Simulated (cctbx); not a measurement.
# Resonant diffraction in Tl2GaAgF6

Space group Fm-3m (no. 225), a = 8.2720 Å, b = 8.2720 Å, c = 8.2720 Å, α = 90.00°, β = 90.00°, γ = 90.00°.

| atom | mult. | x | y | z | Ueq (Å²) |
| --- | --- | --- | --- | --- | --- |
| Tl1 | 8 | 1/4 | 3/4 | 3/4 | 0.0066 |
| Ag1 | 4 | 1/2 | 0 | 0 | 0.0056 |
| Ga1 | 4 | 0 | 0 | 0 | 0.0038 |
| F1 | 24 | 0 | 0 | 0.7796 | 0.0075 |

The model was made for the exercise: a known structure type with other elements put in, its volume estimated, not relaxed; displacement parameters are assumed.

Calculated with cctbx: free-atom f′ and f″ from the Sasaki tables, no fine structure; amplitudes in electrons.

| E (eV) | F 2 4 4 | F 0 0 2 | F 0 4 2 | F 3 3 3 |
| --- | --- | --- | --- | --- |
| 12058 | 158.1 | 182.0 | 168.9 | 100.3 |
| 12408 | 144.7 | 167.8 | 155.1 | 99.3 |
| 12538 | 134.1 | 156.6 | 144.2 | 99.0 |
| 12598 | 124.1 | 145.8 | 133.8 | 98.9 |
| 12628 | 114.0 | 135.2 | 123.4 | 98.8 |
| 12643 | 104.0 | 124.5 | 113.1 | 98.8 |
| 12650 | 95.0 | 115.0 | 103.9 | 98.8 |
| 12654 | 85.4 | 104.7 | 93.9 | 98.8 |
| 12662 | 100.5 | 118.7 | 108.6 | 98.7 |
| 12666 | 109.6 | 128.8 | 118.2 | 98.7 |
| 12673 | 117.9 | 137.9 | 126.8 | 98.7 |
| 12688 | 127.1 | 147.9 | 136.4 | 98.7 |
| 12718 | 136.4 | 157.9 | 146.1 | 98.6 |
| 12808 | 148.7 | 171.2 | 158.8 | 98.4 |
| 13058 | 161.3 | 184.8 | 171.9 | 98.0 |

**Question.** Which edge is crossed, and why do the reflections move as they do?

The L3 edge of Tl. The edge is at 12658 eV. f′ of Tl falls from -12.2 e at 12538 eV to -18.7 e at 4 eV below it, and f″ steps from 3.93 to 10.14 e across it. Over that approach |F| changes by -36 % (2 4 4), -33 % (0 0 2), -35 % (0 4 2) and -0 % (3 3 3): a reflection falls where Tl scatters in phase with the total and rises where it scatters against it; it hardly moves where the Tl term is small or cancels by symmetry. Above the edge the larger f″ enters the imaginary part, where it can add to or cancel the other atoms' f″. The structure is centrosymmetric, so Friedel mates stay equal.
